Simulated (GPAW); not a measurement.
**InBi (honeycomb monolayer): G0W0 with GPAW, start to end**

How does a plane-wave GW calculation on InBi (honeycomb monolayer) run from the first input to the gap?

Program: GPAW 26.7.0. Level of theory: LDA and many-body steps on it, plane waves. Results are calculated unless marked as measured.

## 1. The structure

The cell holds 2 atoms: 1 In and 1 Bi. Cell: a = 4.691 Å, b = 4.691 Å, c = 11.400 Å, α = 90.0°, β = 90.0°, γ = 120.0°. Vacuum lies along c.

The start is a generated structure, not a measured one. Spin-orbit coupling is left out unless a step names it.

## 2. Relaxation

This step: GPAW 26.7.0; DFT, LDA, plane waves, PAW.

Gaps follow bond lengths, so the structure is brought to rest first.

The input, run.py:

```python
import json
import numpy as np
from gpaw.mpi import world
from ase import Atoms
from ase.constraints import FixSymmetry
from ase.filters import FrechetCellFilter
from ase.optimize import BFGS
from gpaw import GPAW, PW, FermiDirac

atoms = Atoms(['In', 'Bi'],
    cell=[[4.6908899234, 0.0000000000, 0.0000000000],
      [-2.3454449617, 4.0624298400, 0.0000000000],
      [0.0000000000, 0.0000000000, 11.4000000000]],
    scaled_positions=[[0.3333333333, 0.6666666667, 0.4824561404],
      [0.6666666667, 0.3333333333, 0.5175438596]],
    pbc=(True, True, False))
atoms.set_constraint(FixSymmetry(atoms))
atoms.calc = GPAW(mode=PW(550),
    xc='LDA',
    kpts={'size': (6, 6, 1), 'gamma': True},
    occupations=FermiDirac(0.02),
    convergence={'density': 1e-5},
    txt='relax.txt')
steps = []
opt = BFGS(FrechetCellFilter(atoms, mask=[1, 1, 0, 0, 0, 1]), logfile='bfgs.log')
opt.attach(lambda: steps.append([atoms.get_potential_energy(), atoms.cell[:], atoms.positions.copy(), atoms.get_forces()]))
converged = opt.run(fmax=0.03, steps=50)
res = {'converged': bool(converged), 'steps': steps, 'cell': atoms.cell[:], 'frac': atoms.get_scaled_positions()}

if world.rank == 0:
    with open('result.json', 'w') as f:
        json.dump(res, f, default=lambda x: x.tolist())
```

On the command line:

```bash
> mpirun -n 4 gpaw python run.py
```

Numbers of over 12 decimals in the logs are rounded to 6 here.

The log of the run:

```text
Step     Time          Energy          fmax
BFGS:    0        -7.742834        0.549520
BFGS:    1        -7.757639        0.480105
BFGS:    2        -7.797098        0.343178
[...]
BFGS:    7        -7.865301        0.044216
BFGS:    8        -7.866039        0.008287
```

Wall time 44 s (4 MPI ranks of Arm Neoverse V2, shared host); peak memory 1.1 GiB; 2.9 min of CPU time.

Relaxation path:

| step | energy less that of the first step (eV) | largest force (eV/Å) |
| --- | --- | --- |
| 1 | 0.0000 | 0.5017 |
| 2 | -0.0148 | 0.4801 |
| 3 | -0.0543 | 0.3432 |
| 4 | -0.0615 | 0.2946 |
| 5 | -0.0827 | 0.0868 |
| 6 | -0.0959 | 0.0264 |
| 7 | -0.1231 | 0.0068 |
| 8 | -0.1232 | 0.0442 |
| 9 | -0.1239 | 0.0083 |

The atoms that moved most (Å):

| atom | dx | dy | dz | length |
| --- | --- | --- | --- | --- |
| In1 | 0.000 | 0.000 | -0.207 | 0.207 |
| Bi2 | 0.000 | 0.000 | 0.207 | 0.207 |

The relaxed structure:

```xyz
2
Lattice="4.6570 0.0000 0.0000 -2.3285 4.0330 0.0000 0.0000 0.0000 11.4000" Properties=species:S:1:pos:R:3
In    0.0000    2.6887    5.2932
Bi    2.3285    1.3443    6.1071
```

## 3. Ground state

The ground-state density comes first.

The input, run.py:

```python
import json
import numpy as np
from gpaw.mpi import world
from ase import Atoms
from gpaw import GPAW, PW, FermiDirac

atoms = Atoms(['In', 'Bi'],
    cell=[[4.6569560658, 0.0000000000, 0.0000000000],
      [-2.3284780329, 4.0330422573, 0.0000000000],
      [0.0000000000, 0.0000000000, 11.4000000000]],
    scaled_positions=[[0.3333333333, 0.6666666667, 0.4643201011],
      [0.6666666667, 0.3333333333, 0.5357124563]],
    pbc=(True, True, False))
calc = GPAW(mode=PW(450),
    xc='LDA',
    kpts={'size': (9, 9, 1), 'gamma': True},
    occupations=FermiDirac(0.001),
    nbands=-7,
    convergence={'density': 1e-6, 'bands': -3},
    maxiter=100,
    txt='gs.txt')
atoms.calc = calc
res = {'energy': atoms.get_potential_energy()}
kpts = calc.get_ibz_k_points()
res['kpts'] = kpts
res['eigenvalues'] = [calc.get_eigenvalues(kpt=k) for k in range(len(kpts))]
res['n_electrons'] = calc.get_number_of_electrons()
calc.write('gs.gpw')

if world.rank == 0:
    with open('result.json', 'w') as f:
        json.dump(res, f, default=lambda x: x.tolist())
```

On the command line:

```bash
> mpirun -n 4 gpaw python run.py
```

The log of the run:

```text
__  _  _
 | _ |_)|_||  |
 |__||  | ||/\| - 26.7.0

Input parameters:
  mode=PW(ecut=450.000000),
  convergence={'density': 1e-06, 'bands': -3},
  kpts=MonkhorstPack(size=(9, 9, 1), gamma=True),
  maxiter=100,
  nbands=-7,
  occupations=Occupations(name='fermi-dirac', width=0.001, fixmagmom=False),
  xc=XC(name='LDA')
  [... matrices ...]
Diagonalizing LCAO Hamiltonian
Converting LCAO to pw mode

             Bi
        In

Atoms  # Å, Bohr magnetons
|   | symbol |         x |        y |        z |    initial magnetic moments |
| 0 |     In | -0.000000 | 2.688695 | 5.293249 | ( 0.0000,  0.0000,  0.0000) |
| 1 |     Bi |  2.328478 | 1.344347 | 6.107122 | ( 0.0000,  0.0000,  0.0000) |

Unit cell  # Å
| periodic |         x |        y |         z |   lengths |     angles |
|      yes |  4.656956 | 0.000000 |  0.000000 |  4.656956 |  90.000000 |
|      yes | -2.328478 | 4.033042 |  0.000000 |  4.656956 |  90.000000 |
|       no |  0.000000 | 0.000000 | 11.400000 | 11.400000 | 120.000000 |

Number of symmetries: 6
Symmetry operations  # r_c * U_cc + t_c -> r_c
|   | kind |            matrix            |
| 0 |  σ   |  1, 1, 0,  0,-1, 0,  0, 0, 1 |
| 1 |  E   |  1, 0, 0,  0, 1, 0,  0, 0, 1 |
| 2 |  C3  |  0, 1, 0, -1,-1, 0,  0, 0, 1 |
| 3 |  σ   |  0,-1, 0, -1, 0, 0,  0, 0, 1 |
| 4 |  σ   | -1, 0, 0,  1, 1, 0,  0, 0, 1 |
| 5 |  C3  | -1,-1, 0,  1, 0, 0,  0, 0, 1 |

BZ-sampling:
  Number of BZ points: 81
  Number of IBZ points: 12

  Monkhorst-Pack size: [9, 9, 1]
  Monkhorst-Pack shift: [0, 0, 0]

K-points  # in reciprocal-cell coordinates
|     |                                coordinates |     weight |
|   0 | (  0.00000000,   0.00000000,   0.00000000) | 0.01234568 |
|   1 | (  0.11111111,   0.00000000,   0.00000000) | 0.07407407 |
|   2 | (  0.22222222,  -0.11111111,   0.00000000) | 0.07407407 |
|   3 | (  0.22222222,   0.00000000,   0.00000000) | 0.07407407 |
|   4 | (  0.33333333,  -0.11111111,   0.00000000) | 0.14814815 |
|   5 | (  0.33333333,   0.00000000,   0.00000000) | 0.07407407 |
|   6 | (  0.33333333,   0.33333333,   0.00000000) | 0.02469136 |
|   7 | (  0.44444444,  -0.22222222,   0.00000000) | 0.07407407 |
|   8 | (  0.44444444,  -0.11111111,   0.00000000) | 0.14814815 |
|   9 | (  0.44444444,   0.00000000,   0.00000000) | 0.07407407 |
| ... |                                            |            |
|  11 | (  0.44444444,   0.44444444,   0.00000000) | 0.07407407 |

Plane wave coefficients: 4674
Cutoff: 450.000000 eV

Spin-components: 1 (collinear spins)
Bands:           21
Projectors:      12
Spin-degeneracy: 2
Datatype:        complex128

  Storage: CPU
  Wave functions: 18_349_632 bytes (4_587_408 per core)
  Projectors: 20_097_216 bytes (5_024_304 per core)
  [... matrices ...]
Parallelization:
  kpt:    4
  domain: 1
  band:   1

Density:
  Valence electrons: 28.0
  Components: 1
  Grid points: [24 24 56]
  Charge: 0.0  # |e|

Potential:
  Grid points: [24 24 56]

species:
  In:
    name:    Indium
    Z:       49.0
    valence: 13
    core:    36
    charge:  0.0  # [|e|]
    compensation charges:
      type: gauss
      rc: 0.36  # [Å]
      lmax: 2
    cutoffs:
      filter: 2.09  # [Å]
      core: 2.48  # [Å]
    projectors
    | kind |    occ | energy [eV] | rcut [Å] |
    |   5s |  2.000 |      -8.474 |    1.185 |
    |   5p |  1.000 |      -2.700 |    1.244 |
    |   4d | 10.000 |     -18.723 |    1.148 |
    |    s |        |      18.738 |    1.185 |
    |    p |        |      24.512 |    1.244 |
    |    d |        |       8.489 |    1.148 |

    Using partial waves for In as LCAO basis

  Bi:
    name:    Bismuth
    Z:       83.0
    valence: 15
    core:    68
    charge:  0.0  # [|e|]
    compensation charges:
      type: gauss
      rc: 0.38  # [Å]
      lmax: 2
    cutoffs:
      filter: 2.23  # [Å]
      core: 2.33  # [Å]
    projectors
    | kind |    occ | energy [eV] | rcut [Å] |
    |   6s |  2.000 |     -14.665 |    1.286 |
    |   6p |  3.000 |      -4.777 |    1.275 |
    |   5d | 10.000 |     -27.225 |    1.349 |
    |    s |        |      12.546 |    1.286 |
    |    p |        |      22.434 |    1.275 |
    |    d |        |      -0.013 |    1.349 |

    Using partial waves for Bi as LCAO basis

Reference energy: -744372.638096  # eV

eigensolver:
  PPCG
  Converge bands: -3
  niter=2

density mixing:
  MSR1-Mixer
  Pratt-step length: 0.05
  Maximum mixing coefficient: 0.75
  Old densities: 10
  SVD Regularization: 0.005
  Good broyden scale: 1.0
  Trust region scale: 1.0
  Backstep threshold: 4.0
  History deletion threshold: 6.0
  Fourier metric: weight=20.0, sigma=0.015

occupation numbers:
  Fermi-Dirac:
    width: 0.0010  # eV

poisson solver:
  ecut: 3600.000000  # eV

xc functional:
  name: None

Initialization done in: 0.671 s

convergence criteria:
- Maximum integral of absolute [dens]ity change: 1e-06 electrons / valence electron
- Maximum [total energy] change in last 3 cyles: 0.0005 eV / valence electron
- Maximum integral of absolute [eigenst]ate change: 4e-08 eV^2 / valence electron
maximum number of iterations: 100

SCF iterations
|iter     |     time |      energy | eigst |  dens |
|iter:   1|  |   -7.961406 | +0.45 |       |
|iter:   2|  |   -7.944267 | -0.46 | -1.42 |
|iter:   3|  |   -7.827282 | -1.47 | -1.45 |
|iter:   4|  |   -7.823922 | -2.11 | -1.95 |
|iter:   5|  |   -7.821570c| -2.93 | -2.26 |
|iter:   6|  |   -7.822400c| -3.67 | -2.61 |
|iter:   7|  |   -7.822502c| -4.53 | -3.33 |
|iter:   8|  |   -7.822514c| -5.50 | -4.02 |
|iter:   9|  |   -7.822517c| -6.04 | -4.25 |
|iter:  10|  |   -7.822517c| -6.82 | -4.77 |
|iter:  11|  |   -7.822517c| -7.51c| -5.19 |
|iter:  12|  |   -7.822517c| -8.11c| -5.71 |
|iter:  13|  |   -7.822517c| -8.53c| -6.25c|

Converged in 13 steps
SCF loop duration: 4.433 s (0.341 s/step)
Energy contributions relative to reference atoms: (reference = -744372.638096)
  [... matrices ...]
Energy contributions:
  Kinetic:          26.222627
  Coulomb:         -24.362555
  Zero:             -1.149968
  External:          0.000000
  Xc:               -8.532621
  Entropy:          -0.000000
  Spinorbit:         0.000000
  ----------------------------
  Free energy:      -7.822517
  Extrapolated:     -7.822517

dipole moment: (0.182924, -0.105611, -0.058225)  # |e|*Ang

Fermi level: -1.655
Eigenvalues  # (at kpt = [0.000, 0.000, 0.000])
| band index |      eig [eV] | occ [0-2] |
|          0 |       -23.871 |     2.000 |
|        ... |               |           |
|          6 |       -15.896 |     2.000 |
|          7 |       -15.896 |     2.000 |
|          8 |       -15.832 |     2.000 |
|          9 |       -15.832 |     2.000 |
|         10 |       -12.537 |     2.000 |
|         11 |        -4.683 |     2.000 |
|         12 |        -1.708 |     2.000 |
|         13 |        -1.708 |     2.000 |
|         14 |        -1.521 |     0.000 |
|         15 |         0.867 |     0.000 |
|         16 |         2.358 |     0.000 |
|         17 |         2.358 |     0.000 |
|         18 |         2.992 |     0.000 |
|         19 |         3.627 |     0.000 |
|         20 |         4.567 |     0.000 |

Gap: 0.187 eV
Transition (v -> c):
  (s=0, k=0, n=13, [0.00, 0.00, 0.00]) -> (s=0, k=0, n=14, [0.00, 0.00, 0.00])
No difference between direct/indirect transitions
vacuum-level: 2.979  # V
# Writing to gs.gpw (mode='')
  [... matrices ...]
```

The job ended after 6.5 s (4 MPI ranks; peak memory 0.77 GiB; 26 s of CPU time).

Numbers from this step:

| Quantity | Value |
| --- | --- |
| total energy | -7.823 eV |
| gap | 0.1866 eV |
| k of the valence top | 0, 0, 0 |
| k of the conduction bottom | 0, 0, 0 |
| least direct gap | 0.1866 eV |

The gap is direct, at Γ.

## 4. Empty states on the mesh, 6×6×1 mesh, 357 bands

The sums over transitions need many empty states on a uniform mesh; this step solves for them.

The input, run.py:

```python
import json
import numpy as np
from gpaw.mpi import world
from gpaw import GPAW

calc = GPAW('gs.gpw').fixed_density(kpts={'size': (6, 6, 1), 'gamma': True},
    parallel={'domain': 1, 'band': 1},
    txt='nscf.txt')
calc.diagonalize_full_hamiltonian(nbands=357)
calc.write('full.gpw', mode='all')
res = {}
kpts = calc.get_ibz_k_points()
res['kpts'] = kpts
res['eigenvalues'] = [calc.get_eigenvalues(kpt=k) for k in range(len(kpts))]
res['n_electrons'] = calc.get_number_of_electrons()

if world.rank == 0:
    with open('result.json', 'w') as f:
        json.dump(res, f, default=lambda x: x.tolist())
```

On the command line:

```bash
> mpirun -n 4 gpaw python run.py
```

The log of the run:

```text
Diagonalizing LCAO Hamiltonian
Converting LCAO to pw mode
convergence criteria:
- Maximum integral of absolute [eigenst]ate change: 4e-08 eV^2 / valence electron
maximum number of iterations: 100

SCF iterations
|iter     |     time |      energy | eigst |  dens |
|iter:   1|  |             | +0.44 |       |
|iter:   2|  |             | -0.28 |       |
|iter:   3|  |             | -1.38 |       |
[...]
|iter:   8|  |             | -6.37 |       |
|iter:   9|  |             | -7.22 |       |
|iter:  10|  |             | -8.03c|       |
SCF steps: 10
  __  _  _
 | _ |_)|_||  |
 |__||  | ||/\| - 26.7.0

Input parameters:
  mode=PW(ecut=450.000000),
  convergence={'density': 1e-06, 'bands': -3},
  gpts=array([24, 24, 56]),
  kpts=MonkhorstPack(size=(6, 6, 1), gamma=True),
  maxiter=100,
  nbands=21,
  occupations=Occupations(name='fermi-dirac', width=0.001, fixmagmom=False),
  parallel={'domain': 1, 'band': 1},
  xc=XC(name='LDA')
Matrix size: 4551x4551
# Writing to full.gpw (mode='all')
  [... matrices ...]

timing:  # [seconds]
  Total: 139.623  # ━━━━━━━━━━━━━━━━━━━━━━━━━━━━━━━━━━━━━━━━━━━━━━━━━━━━━━━━━
```

Elapsed: 2.4 min, on 4 MPI ranks; peak memory 6.7 GiB.

Numbers from this step:

```
gap                                                           : 0.1866 eV
k of the valence top                                          : 0, 0, 0
k of the conduction bottom                                    : 0, 0, 0
least direct gap                                              : 0.1866 eV
k points computed                                             : 7
lowest point of the top converged band, above the valence top : 77.9794 eV
```

On this mesh the gap is 0.187 eV.

## 5. Screening and self-energy, 6×6×1 mesh, 161 bands, screening to 48 eV

G0W0 replaces the xc potential by the self-energy, built once from these orbitals. Only a window of levels is corrected, while the sums run over the empty bands that the input names.

This step: G0W0 on LDA, plane waves, PAW.

The input, run.py:

```python
import json
import numpy as np
from gpaw.mpi import world
from gpaw.response.g0w0 import G0W0

gw = G0W0('full.gpw',
    filename='gw',
    kpts=[0],
    bands=(12, 16),
    ecut=48,
    nbands=161,
    truncation='2D',
    integrate_gamma='sphere',
    q0_correction=True,
    frequencies={'type': 'nonlinear', 'domega0': 0.15, 'omega2': 15.0},
    eta=0.1,
    nblocksmax=True)
gw.calculate()
res = {mode: {k: v for k, v in r.items() if k != 'sigma_eskwn'}
       for mode, r in gw.all_results.items()}

if world.rank == 0:
    with open('result.json', 'w') as f:
        json.dump(res, f, default=lambda x: x.tolist())
```

On the command line:

```bash
> mpirun -n 4 gpaw python run.py
```

The log of the run:

```text
Using integrator: PointIntegrator
NonLinearFrequencyDescriptor(from 0.000 to 68.588 eV, 159 points)
Nonperiodic BCs:  [False False  True]
Using integrator: PointIntegrator
NonLinearFrequencyDescriptor(from 0.000 to 68.588 eV, 159 points)
Nonperiodic BCs:  [False False  True]
Applying analytical 2D correction to W:
    Evaluating Gamma point contribution to W on a 15x15x1 grid
  ___  _ _ _
 |   || | | |
 | | || | | |
 |__ ||_____|
 |___|

BZ k-points: Symmetries present (total): 6

  [... matrices ...]
36 k-points: 6 x 6 x 1 Monkhorst-Pack grid + [1/12,1/12,0.000000]
7 k-points in the irreducible part of the Brillouin zone
       k-points in crystal coordinates                weights
   0:     0.00000000    0.00000000    0.00000000          1/36
   1:     0.16666667    0.00000000    0.00000000          6/36
   2:     0.33333333   -0.16666667    0.00000000          6/36
   3:     0.33333333    0.00000000    0.00000000          6/36
   4:     0.33333333    0.33333333    0.00000000          2/36
   5:     0.50000000    0.33333333    0.00000000         12/36
   6:     0.50000000    0.50000000    0.00000000          3/36

Distributing spins, k-points and bands (1 x 1 x 4) over 1 process
Number of blocks: 4

Quasi particle states:
k-points (IBZ indices): [0]
Band range: (12, 16)
  [... matrices ...]
Computational parameters:
Plane wave cut-off: 48 eV
Number of bands: 161
Coulomb cutoff: 2D
Broadening: 0.1 eV

fxc modes: GW
Kernel: RPA
Using full-frequency real axis integration
Summing all q:

Calculating screened Coulomb potential
2D Coulomb truncation
NonLinearFrequencyDescriptor(from 0.000 to 68.588 eV, 159 points)
Removing empty qpoint cache files...

Calculating chi0 body with:
    Ground state adapter containing:
    Number of spins: 1
    Number of kpoints: 36
    Number of irreducible kpoints: 7
    Number of completely occupied states: 14
    Number of partially occupied states: 14
    Occupied states memory: 6.890625 M / cpu

    Linear response parametrization:
    q_c: [1.3877787807814457e-17, 1.3877787807814457e-17, 0.0]
    Number of frequency points: 159
    Planewave cutoff: 48.0
    Number of bands: 161
    Number of planewaves: 175
    Broadening (eta): 0.1
    comm.size: 4
    kncomm.size: 1
    blockcomm.size: 4

    Memory estimate of potentially large arrays:
        chi0_wGG: 18.575191 M / cpu
Integrating chi0 body.

Symmetries of q_c:
    Direct symmetries (Uq -> q): 6
    Indirect symmetries (TUq -> q): 6
In total 12 allowed symmetries.

  [... matrices ...]
7 groups of equivalent kpoints. 80.555556% reduction.

Integral kind: spectral function
Integrating chi0 head and wings.

Symmetries of q_c:
    Direct symmetries (Uq -> q): 6
    Indirect symmetries (TUq -> q): 6
In total 12 allowed symmetries.

  [... matrices ...]
7 groups of equivalent kpoints. 80.555556% reduction.

Integral kind: spectral function wings

Calculating chi0 body with:
    Ground state adapter containing:
    Number of spins: 1
    Number of kpoints: 36
    Number of irreducible kpoints: 7
    Number of completely occupied states: 14
    Number of partially occupied states: 14
[... the further q-points ...]

Results:
f:      Occupation numbers
eps:     KS-eigenvalues [eV]
vxc:     KS vxc [eV]
exx:     Exact exchange [eV]
sigma:   Self-energies [eV]
dsigma:  Self-energy derivatives
Z:       Renormalization factors
qp:      QP-energies [eV]

k-point 0 (0): (0.000, 0.000, 0.000)                GW
band       f     eps     vxc     exx   sigma  dsigma       Z      qp
                                                                   GW
  12   1.000  -1.708 -14.125 -14.856   0.919  -0.510   0.662  -1.583
  13   1.000  -1.708 -14.125 -14.856   0.919  -0.510   0.662  -1.583
  14   0.000  -1.521 -12.413  -9.545  -2.005  -0.513   0.661  -0.951
  15   0.000   0.867  -7.172  -3.946  -2.889  -0.575   0.635   1.081
```

The job ended after 51 s (4 MPI ranks; peak memory 2 GiB).

This step gave:

- G0W0 gap on the points computed: 0.6320 eV
- least direct G0W0 gap on the computed points: 0.6320 eV
- Z at the valence top: 0.6623
- Z at the conduction bottom: 0.6609
- starting gap on the mesh: 0.1866 eV
- k of the valence top: 0, 0, 0
- k of the conduction bottom: 0, 0, 0

The gap on the mesh goes from 0.19 eV to 0.63 eV, a correction of +0.45 eV.

Limits: finite bands, cutoff and mesh; model gap, bands may invert with spin-orbit coupling; no spin-orbit coupling. v1 is the top filled band, c1 the lowest empty one. Levels before and after the correction, in eV, zero at the valence-band top of each column:

|  | conduction bottom | valence top |
| --- | --- | --- |
| Kohn-Sham | 0.19 | 0.00 |
| G0W0 | 0.63 | 0.00 |

|  | level | energy (eV) |
| --- | --- | --- |
| Kohn-Sham | Γ v2-v1 | 0.000 |
| Kohn-Sham | Γ c1 | 0.187 |
| Kohn-Sham | Γ c2 | 2.575 |
| G0W0 | Γ v2-v1 | 0.000 |
| G0W0 | Γ c1 | 0.632 |
| G0W0 | Γ c2 | 2.664 |

## 6. Where the time went

Times are wall times on 4 MPI ranks of Arm Neoverse V2, shared host, good to a factor of about two.

| step | time | share | memory (GiB) |
| --- | --- | --- | --- |
| relaxation | 44 s | 18 % | 1.1 |
| ground state | 6.5 s | 3 % | 0.77 |
| empty states on the mesh | 2.4 min | 59 % | 6.7 |
| screening and self-energy | 51 s | 21 % | 2.0 |

## 7. What came out

- LDA gap: 0.19 eV, direct
- G0W0 gap on the mesh: 0.63 eV
- GW settings: 6×6×1 mesh, 161 bands, screening to 48 eV, full frequency, Hilbert transform
- known limits: not at the basis limit; model gap, bands may invert with spin-orbit coupling; no spin-orbit coupling

G0W0 moves the gap on the mesh from 0.19 eV to 0.63 eV (+0.45 eV), with Z of 0.66 and 0.66 at the edges. Only 1 of the mesh's irreducible points was corrected, so a valley elsewhere could overtake. The dearest step here is «empty states on the mesh». Bands and cutoff are finite, so the gap is not at the basis limit. The miss can reach some tenths of an eV and take either sign; the mesh is an error of its own. These stock PAW sets were not made for GW. In the G0W0 run levels were corrected at 1 k point alone, so a gap called «on the mesh» is the least over those, and an edge elsewhere would be missed. Where an edge is built on 6p states of lead, bismuth or thallium, scalar-relativistic gaps usually stand too wide, by a few tenths to over one eV. With atoms this heavy and so narrow a gap, spin-orbit coupling can invert the bands. These scalar-relativistic gaps are then model values, not to be set against experiment, and a spin-orbit change taken from DFT can't simply be added.

[Paths, hosts, dates, memory and timing lines, banners, echoed tables and standing remarks are left out of the program output.]

[Logs are printed without paths, hosts, clocks, repeated set-up lines and the standing remarks that a program may print on its own settings, such as how far it seeks lower states.]

[Runs of the session that timed out or met a known fault of the program may be left out.]

[Hosts, paths, dates, database ids (printed as entryN), source tags and the programs' standing remarks are cut or masked in the printed files.]
